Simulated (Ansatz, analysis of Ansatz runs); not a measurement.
# Interstitial H in fcc Al, hop from a tetrahedral to the next octahedral site: migration barrier, PBE

How near does this set-up come to the measured migration barrier? Subject: interstitial H in fcc Al, hop from a tetrahedral to the next octahedral site. Set-up: PBE, 32-site cell, PBE lattice, 420 eV, k: 5x5x5 Gamma-centred. The model is a cell of 32 host atoms with 1 H put in. The barrier is the energy of the highest image of a climbing band over the relaxed site that the atom leaves. This set-up takes another sampling or smearing than the usual one for this cell.

What was measured. Migration barrier: 0.452 eV, by diffusion measurements (T > 250 K); average of cited values (quoted in “Explainable Machine Learning for Hydrogen Diffusion in Metals and Random Binary Alloys”, 2023, G. M. Lu et al., quoting earlier work (1981)).

Program: Ansatz 0.2.0. Level of theory: plane-wave PAW DFT, PBE; relaxation of all atoms of a defect supercell. Results are calculated unless marked as measured.

## (1) Set-up

The cell holds 33 atoms: 32 Al and 1 H. Its edges and angles: a = 8.080 Å, b = 8.080 Å, c = 8.080 Å, α = 90.0°, β = 90.0°, γ = 90.0°. It derives from Al (space group Fm-3m). Nearest the centre at fractional (0.375, 0.375, 0.375): H33 at 0.00 Å, Al8 at 1.75 Å, Al29 at 1.75 Å, Al11 at 1.75 Å, Al18 at 1.75 Å, Al16 at 3.35 Å, Al24 at 3.35 Å, Al3 at 3.35 Å.

The host's primitive cell comes from a first run (plane-wave PAW DFT, PBE; relaxation of the host's cell and atoms): vectors of 2.857, 2.857 and 2.857 Å. That is 16.48 Å³ an atom, 0.7 % under the diffraction cell's volume. The supercell is built on it.

## (2) Relaxation, charge 0

A barrier counts from a true minimum, so both ends of the jump are relaxed first.

The input, start/input.yaml:

```yaml
relax:
  f_tol: 0.02
  max_steps: 80
  escape_saddle: false
crystal:
  lattice:
    - [8.0800268, 0.0, 0.0]
    - [0.0, 8.0800268, 0.0]
    - [0.0, 0.0, 8.0800268]
  atoms:
    - { symbol: Al, position: [0.0, 0.0, 0.0] }
    - { symbol: Al, position: [0.0, 0.25, 0.25] }
    - { symbol: Al, position: [0.25, 0.0, 0.25] }
    - { symbol: Al, position: [0.25, 0.25, 0.0] }
    - { symbol: Al, position: [0.0, 0.0, 0.5] }
    - { symbol: Al, position: [0.0, 0.25, 0.75] }
    - { symbol: Al, position: [0.25, 0.0, 0.75] }
    - { symbol: Al, position: [0.25, 0.25, 0.5] }
    - { symbol: Al, position: [0.0, 0.5, 0.0] }
    - { symbol: Al, position: [0.0, 0.75, 0.25] }
    - { symbol: Al, position: [0.25, 0.5, 0.25] }
    - { symbol: Al, position: [0.25, 0.75, 0.0] }
    - { symbol: Al, position: [0.0, 0.5, 0.5] }
    - { symbol: Al, position: [0.0, 0.75, 0.75] }
    - { symbol: Al, position: [0.25, 0.5, 0.75] }
    - { symbol: Al, position: [0.25, 0.75, 0.5] }
    - { symbol: Al, position: [0.5, 0.0, 0.0] }
    - { symbol: Al, position: [0.5, 0.25, 0.25] }
    - { symbol: Al, position: [0.75, 0.0, 0.25] }
    - { symbol: Al, position: [0.75, 0.25, 0.0] }
    - { symbol: Al, position: [0.5, 0.0, 0.5] }
    - { symbol: Al, position: [0.5, 0.25, 0.75] }
    - { symbol: Al, position: [0.75, 0.0, 0.75] }
    - { symbol: Al, position: [0.75, 0.25, 0.5] }
    - { symbol: Al, position: [0.5, 0.5, 0.0] }
    - { symbol: Al, position: [0.5, 0.75, 0.25] }
    - { symbol: Al, position: [0.75, 0.5, 0.25] }
    - { symbol: Al, position: [0.75, 0.75, 0.0] }
    - { symbol: Al, position: [0.5, 0.5, 0.5] }
    - { symbol: Al, position: [0.5, 0.75, 0.75] }
    - { symbol: Al, position: [0.75, 0.5, 0.75] }
    - { symbol: Al, position: [0.75, 0.75, 0.5] }
    - { symbol: H, position: [0.375, 0.375, 0.375] }
basis:
  ecutwfc: 420
  xc_grid: 2
hamiltonian:
  xc: pbe
kpoints:
  mp_grid: { grid: [5, 5, 5] }
scf:
  occupations: { method: methfessel_paxton, width: 0.1 }
  max_iter: 120
output:
  forces: true
checkpoint:
  write: "../start.run"
  compress: false
  write_wavefunctions: true
  write_every: 100000
```

On the command line:

```sh
ansatz run input.yaml --threads 4 --pin off --max-ram 14131MiB --backend cpu --events-out ev --progress --plain --runs-dir out
```

Numbers of over 12 decimals in the logs are rounded to 6 here.

The log of the run:

```text
[... repeated set-up lines and file paths are left out, and long positions are rounded to six places ...]
Engine: ansatz 0.2.0, aarch64-unknown-linux-gnu
Pseudopotentials: kind: paw
Pseudopotential: Al, paw, valence charge 3, recommended cutoff 420 eV (normal), Al.paw.azcp
Pseudopotential: H, paw, valence charge 1, recommended cutoff 420 eV (normal), H.paw.azcp
Functional definition: PBE
  parameter kappa = 0.804
  parameter beta = 0.066725
  exchange = pbe_x(kappa = kappa, mu = beta*pi^2/3)
  correlation = pbe_c(beta = beta)
Crystal: 33 atoms, lattice volume = 527.519 Å³
Basis set: ecut = 420 eV, 10395 PW (Γ), exchange–correlation on 120×120×120 points (8 copies of the dense FFT grid, shifted against one another)
Bands: 82, of which v1, the nominal top of the filled ones, is band 49 counted from 1 (48 counted from 0)
Symmetry: 24 space group operations
Space group: P-43m (ITA 215), of the structure as read, at distance tolerance 8.1e-5 Å
k-points: 10 of 125 (time reversal used)
Non-local potential: Al, projectors of the file, l = 0: 2, l = 1: 2, l = 2: 1
Non-local potential: H, projectors of the file, l = 0: 2, l = 1: 1
PAW form: soft (Blöchl's): semilocal exchange-correlation on the pseudo side does not see the compensation charge
PAW one-centre angular grid: Al, 110 points (default); XC on 64 Gauss nodes
PAW one-centre angular grid: H, 110 points (default); XC on 64 Gauss nodes
Initial density: superposition of atomic densities (neutral atoms: chi_scale 0, normalization atom), corrected by the library's trained network
Initial wavefunctions: pseudopotential atomic-orbital guess
Functional: x = pbe(κ = 0.804, μ = 0.219515), c = pbe(β = 0.066725)
SCF iter   1: F=—  HF=-17214.790627 eV  |F-HF|=—  |Δ(HF+E_count)|=         —  Δρ=1.28e-3  dr2=2.38e-2  ethr=1.77e-3  ⟨swp⟩=6.4  Hψ=3830  notcnv=0  defer=22
preconditioner: auto → Kerker (q_TF=auto, 2.057 Å⁻¹)  [metal: Δε(μ)=0.019 eV  Ē_g=6.900 eV  σ=0.100 eV  W_gap=0.16  n_scr=80 (ndim 8)  ℏωp=15.9 eV  f_vac=0.000  D(μ)=21.26/eV (n_scr^D=178)]
SCF iter   2: F=—  HF=-17214.790144 eV  |F-HF|=—  |Δ(HF+E_count)|=   4.84e-4  S|Δr|=    0.00e0  Δρ=6.68e-4  dr2=6.52e-3  ethr=2.45e-5  ⟨swp⟩=1.3  Hψ=973  notcnv=0  defer=28
SCF iter   3: F=—  HF=-17214.789184 eV  |F-HF|=—  |Δ(HF+E_count)|=   9.60e-4  S|Δr|=    0.00e0  Δρ=7.73e-5  dr2=6.05e-5  ethr=6.72e-6  ⟨swp⟩=2.0  Hψ=1068  notcnv=0  defer=28
SCF iter   4: F=-17214.789174 eV  HF=-17214.789177 eV  |F-HF|=2.60e-6  |Δ(HF+E_count)|=   7.34e-6  S|Δr|=    0.00e0  Δρ=1.98e-5  dr2=4.04e-6  ethr=1.03e-8  ⟨swp⟩=4.0  Hψ=2263  notcnv=0
SCF 1 converged in 4 iterations: F = -17214.789174 eV  dr2 = 4.04e-6
  greatest PAW one-centre occupation: 0.448 electrons in one spin orbital (limit 2), on the Al atom at site 10 (counted from 0), in its partial waves of l = 0
relax step   1: F+E_penalty+E_count = -17214.78917408 eV  Δ(F+E_penalty+E_count) = +0.000e0 eV  max|allowed force component| = 6.813e-1 eV/Å  Δτ_max = 0.0000 Å  (4 SCF iters, dr2 threshold 1.00e-5 eV, accepted)
[... the SCF cycles and remarks between the steps are left out from here to the last step ...]
relax step   2: F+E_penalty+E_count = -17215.04214608 eV  Δ(F+E_penalty+E_count) = -2.530e-1 eV  max|allowed force component| = 1.472e-1 eV/Å  Δτ_max = 0.0890 Å  (5 SCF iters, dr2 threshold 2.90e-5 eV, accepted)
relax step   3: F+E_penalty+E_count = -17215.06211159 eV  Δ(F+E_penalty+E_count) = -1.997e-2 eV  max|allowed force component| = 1.441e-2 eV/Å  Δτ_max = 0.0349 Å  (5 SCF iters, dr2 threshold 1.35e-6 eV, accepted)
iter 1 solved again at ethr=8.19e-11 eV; its pass at ethr=3.10e-3 eV (dr2=7.95e-8 eV) is discarded
SCF iter   1: F=—  HF=-17215.062374 eV  |F-HF|=—  |Δ(HF+E_count)|=         —  Δρ=2.32e-6  dr2=8.57e-8  ethr=8.19e-11  ⟨swp⟩=1.0  Hψ=2310  notcnv=0  defer=66
SCF iter   2: F=—  HF=-17215.062112 eV  |F-HF|=—  |Δ(HF+E_count)|=   2.63e-4  S|Δr|=    0.00e0  Δρ=1.22e-6  dr2=1.25e-8  ethr=8.19e-11  ⟨swp⟩=4.6  Hψ=2369  notcnv=0
SCF iter   3: F=-17215.062112 eV  HF=-17215.062112 eV  |F-HF|=2.34e-9  |Δ(HF+E_count)|=  8.51e-10  S|Δr|=    0.00e0  Δρ=8.18e-7  dr2=5.27e-9  ethr=1.28e-11  ⟨swp⟩=2.0  Hψ=1607  notcnv=0
SCF 4 converged in 3 iterations: F = -17215.062112 eV  dr2 = 5.27e-9
relax step   4: F+E_penalty+E_count = -17215.06211160 eV  Δ(F+E_penalty+E_count) = -7.254e-9 eV  max|allowed force component| = 1.439e-2 eV/Å  Δτ_max = 0.0000 Å  (3 SCF iters, accepted)
NSCF: frozen V_eff on 10 k-points
the band table was solved once a step of the walk had ended and its energy, with any forces and stress, was formed, with the checks that follow a solve (4684 applications of the Hamiltonian). They found nothing against the state; [...]
SCF converged after 3 iterations
Stability not checked: this state was not tested for a lower state beside it, because cold or Methfessel-Paxton smearing, or corrected tetrahedra, fill the levels in a way that the test cannot read (fill_not_monotonic; see scf.lower_state_search)
Free energy (F): -17215.062112 eV
Harris-Foulkes:  -17215.062112 eV  (|F-HF|=2.34e-9)
Internal energy: -17215.048782 eV  (E = F + TS)
E sigma→0 (E₀):  -17215.058779 eV
Entropy (-TS):   -0.013330 eV (-0.404 meV/atom)
Fermi energy:    8.015472 eV
--- Per-component energies (eV) ---
  E_band       = 340.494003
  E_kinetic    = 746.834901
  E_local      = 305.249363  (includes V_loc(G=0)·N_el)
  E_nonlocal   = 332.257806
  E_hartree    = 7.487055
  E_xc         = -1282.360370
  E_vxc        = -940.821049  (∫ρ·V_xc dr)
  E_paw        = -14955.563539  (= ΣΔE_a)
  E_vpaw       = -117.999898  (= ΣTr[D̂ρ^β])
  E_aug_tail   = -0.001281  (compensation charges beyond the density's cutoff)
  E_ewald      = -2368.952718
  E_smearing   = -0.013330  (= −TS)
  E_closure    = 0.000000  (closes the sum)
  Σ components = -17215.062112   (vs F -17215.062112, Δ=0.00e0)
--- Forces (eV/Å), atoms counted from 1 ---
  atom   1  Al     0.00024108     0.00024108     0.00024108
  atom   2  Al     0.00082749     0.00255386     0.00255386
  atom   3  Al     0.00255386     0.00082749     0.00255386
  atom   4  Al     0.00255386     0.00255386     0.00082749
  atom   5  Al     0.01439288     0.01439288     0.00859821
  atom   6  Al     0.01439288    -0.00859821    -0.01439288
  atom   7  Al    -0.00859821     0.01439288    -0.01439288
  atom   8  Al    -0.00092821    -0.00092821     0.00092821
  atom   9  Al     0.01439288     0.00859821     0.01439288
  atom  10  Al     0.01439288    -0.01439288    -0.00859821
  atom  11  Al    -0.00092821     0.00092821    -0.00092821
  atom  12  Al    -0.00859821    -0.01439288     0.01439288
  atom  13  Al     0.00082749    -0.00255386    -0.00255386
  atom  14  Al     0.00024108    -0.00024108    -0.00024108
  atom  15  Al     0.00255386    -0.00255386    -0.00082749
  atom  16  Al     0.00255386    -0.00082749    -0.00255386
  atom  17  Al     0.00859821     0.01439288     0.01439288
  atom  18  Al     0.00092821    -0.00092821    -0.00092821
  atom  19  Al    -0.01439288     0.01439288    -0.00859821
  atom  20  Al    -0.01439288    -0.00859821     0.01439288
  atom  21  Al    -0.00255386     0.00082749    -0.00255386
  atom  22  Al    -0.00255386     0.00255386    -0.00082749
  atom  23  Al    -0.00024108     0.00024108    -0.00024108
  atom  24  Al    -0.00082749     0.00255386    -0.00255386
  atom  25  Al    -0.00255386    -0.00255386     0.00082749
  atom  26  Al    -0.00255386    -0.00082749     0.00255386
  atom  27  Al    -0.00082749    -0.00255386     0.00255386
  atom  28  Al    -0.00024108    -0.00024108     0.00024108
  atom  29  Al     0.00092821     0.00092821     0.00092821
  atom  30  Al     0.00859821    -0.01439288    -0.01439288
  atom  31  Al    -0.01439288     0.00859821    -0.01439288
  atom  32  Al    -0.01439288    -0.01439288     0.00859821
  atom  33  H      0.00000000     0.00000000    -0.00000000
  max |Σ_I F_I| component: 1.21e-17 eV/Å
--- Band table (eV; the first three rows and the last of 10) ---
  k-point 0: bands = ["-3.2887", "-1.6119", "-0.9336", "-0.9336", [... 74 left out ...] "10.7780", "10.7780", "10.7952", "12.6894"]
  k-point 1: bands = ["-3.2022", "-1.9205", "-1.2872", "-0.8447", [... 74 left out ...] "11.8010", "11.8144", "11.8544", "11.8867"]
  [... further k-points left out ...]
--- Relaxed structure (4 steps of the walk, 4 accepted, 0 SCFs on fresh bases) ---
  F+E_penalty+E_count = -17215.06211160 eV   max|allowed force component| = 1.439e-2 eV/Å
  atoms:
    - { symbol: Al, position: [0.000603, 0.000603, 0.000603] }
    - { symbol: Al, position: [0.000828, 0.250633, 0.250633] }
    - { symbol: Al, position: [0.250633, 0.000828, 0.250633] }
    - { symbol: Al, position: [0.250633, 0.250633, 0.000828] }
    - { symbol: Al, position: [-0.002216, -0.002216, 0.500771] }
    - { symbol: Al, position: [-0.002216, 0.249229, 0.752216] }
    - { symbol: Al, position: [0.249229, -0.002216, 0.752216] }
    - { symbol: Al, position: [0.241147, 0.241147, 0.508853] }
    - { symbol: Al, position: [-0.002216, 0.500771, -0.002216] }
    - { symbol: Al, position: [-0.002216, 0.752216, 0.249229] }
    - { symbol: Al, position: [0.241147, 0.508853, 0.241147] }
    - { symbol: Al, position: [0.249229, 0.752216, -0.002216] }
    - { symbol: Al, position: [0.000828, 0.499367, 0.499367] }
    - { symbol: Al, position: [0.000603, 0.749397, 0.749397] }
    - { symbol: Al, position: [0.250633, 0.499367, 0.749172] }
    - { symbol: Al, position: [0.250633, 0.749172, 0.499367] }
    - { symbol: Al, position: [0.500771, -0.002216, -0.002216] }
    - { symbol: Al, position: [0.508853, 0.241147, 0.241147] }
    - { symbol: Al, position: [0.752216, -0.002216, 0.249229] }
    - { symbol: Al, position: [0.752216, 0.249229, -0.002216] }
    - { symbol: Al, position: [0.499367, 0.000828, 0.499367] }
    - { symbol: Al, position: [0.499367, 0.250633, 0.749172] }
    - { symbol: Al, position: [0.749397, 0.000603, 0.749397] }
    - { symbol: Al, position: [0.749172, 0.250633, 0.499367] }
    - { symbol: Al, position: [0.499367, 0.499367, 0.000828] }
    - { symbol: Al, position: [0.499367, 0.749172, 0.250633] }
    - { symbol: Al, position: [0.749172, 0.499367, 0.250633] }
    - { symbol: Al, position: [0.749397, 0.749397, 0.000603] }
    - { symbol: Al, position: [0.508853, 0.508853, 0.508853] }
    - { symbol: Al, position: [0.500771, 0.752216, 0.752216] }
    - { symbol: Al, position: [0.752216, 0.500771, 0.752216] }
    - { symbol: Al, position: [0.752216, 0.752216, 0.500771] }
    - { symbol: H, position: [0.375, 0.375, 0.375] }
```

Wall time 33 s (4 threads of Arm Neoverse V2, shared host); peak memory 1.3 GiB.

The steps of the relaxation:

| step | energy less that of the first step (eV) | largest force component (eV/Å) |
| --- | --- | --- |
| 1 | 0.0000 | 0.6813 |
| 2 | -0.2530 | 0.1472 |
| 3 | -0.2729 | 0.0144 |
| 4 | -0.2729 | 0.0144 |

Forces are held to the 24 operations that the run works with; a distortion that breaks them can't arise in this run.

The atoms that moved most (Å):

| atom | dx | dy | dz | length |
| --- | --- | --- | --- | --- |
| Al8 | -0.072 | -0.072 | 0.072 | 0.124 |
| Al11 | -0.072 | 0.072 | -0.072 | 0.124 |
| Al18 | 0.072 | -0.072 | -0.072 | 0.124 |
| Al29 | 0.072 | 0.072 | 0.072 | 0.124 |
| Al30 | 0.006 | 0.018 | 0.018 | 0.026 |
| Al32 | 0.018 | 0.018 | 0.006 | 0.026 |
| Al31 | 0.018 | 0.006 | 0.018 | 0.026 |
| Al7 | -0.006 | -0.018 | 0.018 | 0.026 |

Neighbours of H33 at the end:

| atom | distance (Å) |
| --- | --- |
| Al29 | 1.873 |
| Al18 | 1.873 |
| Al8 | 1.873 |
| Al11 | 1.873 |
| Al13 | 3.341 |
| Al4 | 3.341 |
| Al3 | 3.341 |
| Al21 | 3.341 |
| Al25 | 3.341 |
| Al2 | 3.341 |
| Al27 | 3.341 |
| Al24 | 3.341 |
| Al22 | 3.341 |
| Al16 | 3.341 |
| Al26 | 3.341 |
| Al15 | 3.341 |

Numbers from this step:

| Property | Result |
| --- | --- |
| free energy | -17215.0621 eV |
| smearing term TS | 0.01333 eV |

The other runs of this kind differ in structure, charge or spin alone:

| run | outcome | energy less the first (eV) | moment (μB) | time |
| --- | --- | --- | --- | --- |
| relaxation, charge 0 | converged | 0.0000 | 0.00 | 33 s |
| relaxation, charge 0 | converged | 0.0323 | 0.00 | 23 s |

The relaxation ends 8.3 meV an atom lower, with a largest force component of 0.014 eV/Å.

(Part 1 of 2 ends here.)

[Logs are printed without paths, hosts, clocks, repeated set-up lines and the standing remarks that a program may print on its own settings, such as how far it seeks lower states.]

[Hosts, paths, dates, database ids (printed as entryN), source tags and the programs' standing remarks are cut or masked in the printed files.]

[For some hosts the program warned that the k-mesh of the response run may be too coarse for force constants and the static dielectric constant; such warnings are not shown here.]
